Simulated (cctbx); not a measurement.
# Lattice, Laue class and space group of a new crystal

Cell: a = 8.9190 Å, b = 8.9190 Å, c = 7.0060 Å, α = 90.00°, β = 90.00°, γ = 120.00°. Expected content of the cell: Cd2 S8 Na12.

The data are simulated with cctbx, not measured: synchrotron X-rays, λ = 0.6889 Å, to d = 0.8 Å, 80 % of the full sphere, strongest reflection 20000 counts, noise from counting, a 2 % proportional error and a noise floor of 2 counts (s.d.); no absorption.

A first pass over the reflections prints:

```text
3165 reflections to d = 0.801 A
centring   violations  <I/sigma> of those
    A       1435 of  1570     17.6
    B       1427 of  1567     17.6
    C       1486 of  1579     18.2
    I       1442 of  1584     17.6
    R       1945 of  2105     18.0
    F       2174 of  2358     17.8
Laue class    unique    Rint  (classes that these axes allow; Friedel mates merged)
P -1             1894   0.025
P 1 1 2/m        1071   0.029
P -3              664   0.031
P -3 1 m          375   0.032
P -3 m 1          400   0.032
P 6/m             365   0.032
P 6/m m m         238   0.033
space group    extra absences  I>4sigma  <I/sigma>
P 6 2 2                 0          0         -  acentric
P 63 2 2                8          0      -0.1  acentric
P 6 m m                 0          0         -  acentric
P 63 m c              176          0       0.1  acentric
P -6 m 2                0          0         -  acentric
P -6 2 m                0          0         -  acentric
P -6 2 c              176          0       0.1  acentric
P 6/m m m               0          0         -  centric
P 63/m m c            176          0       0.1  centric
Wilson B = 1.48 A^2   <|E^2-1|> = 0.634 (0.968 centric, 0.736 acentric)   E^2>4: 0.0 %
shell (A)         n   <I/sigma>
 7.72 - 1.60     40     67.1
 1.60 - 1.27     30     71.3
 1.27 - 1.11     31     62.3
 1.11 - 1.01     28     62.2
 1.01 - 0.94     28     47.6
 0.94 - 0.88     25     42.8
 0.88 - 0.84     30     50.4
 0.84 - 0.80     26     45.9
```

Q: Read the symmetry from these tables.

Every centring test has many violations, so the lattice is primitive.

Rint stays low (0.025 to 0.033) up to P 6/m m m, the highest class in these axes.

9 settings pass the absence test. The most absences obeyed, 176, belong to P 63 m c, P -6 2 c and P 63/m m c, which absences can't tell apart.

⟨|E²−1|⟩ = 0.634 leans to a non-centrosymmetric structure, or to twinning, which lowers it. The Wilson B of 1.48 Å² means U ≈ 0.0187 Å².

The true group is P6_3mc (no. 186), Laue class 6/mmm, non-centrosymmetric. The tables only narrow the choice to the tied entries; cell content, site symmetry and trial solutions must settle it.

This is a model crystal, built by substitution and not relaxed, with assumed displacement parameters.

[Logs are printed without paths, hosts, clocks, repeated set-up lines and the standing remarks that a program may print on its own settings, such as how far it seeks lower states.]
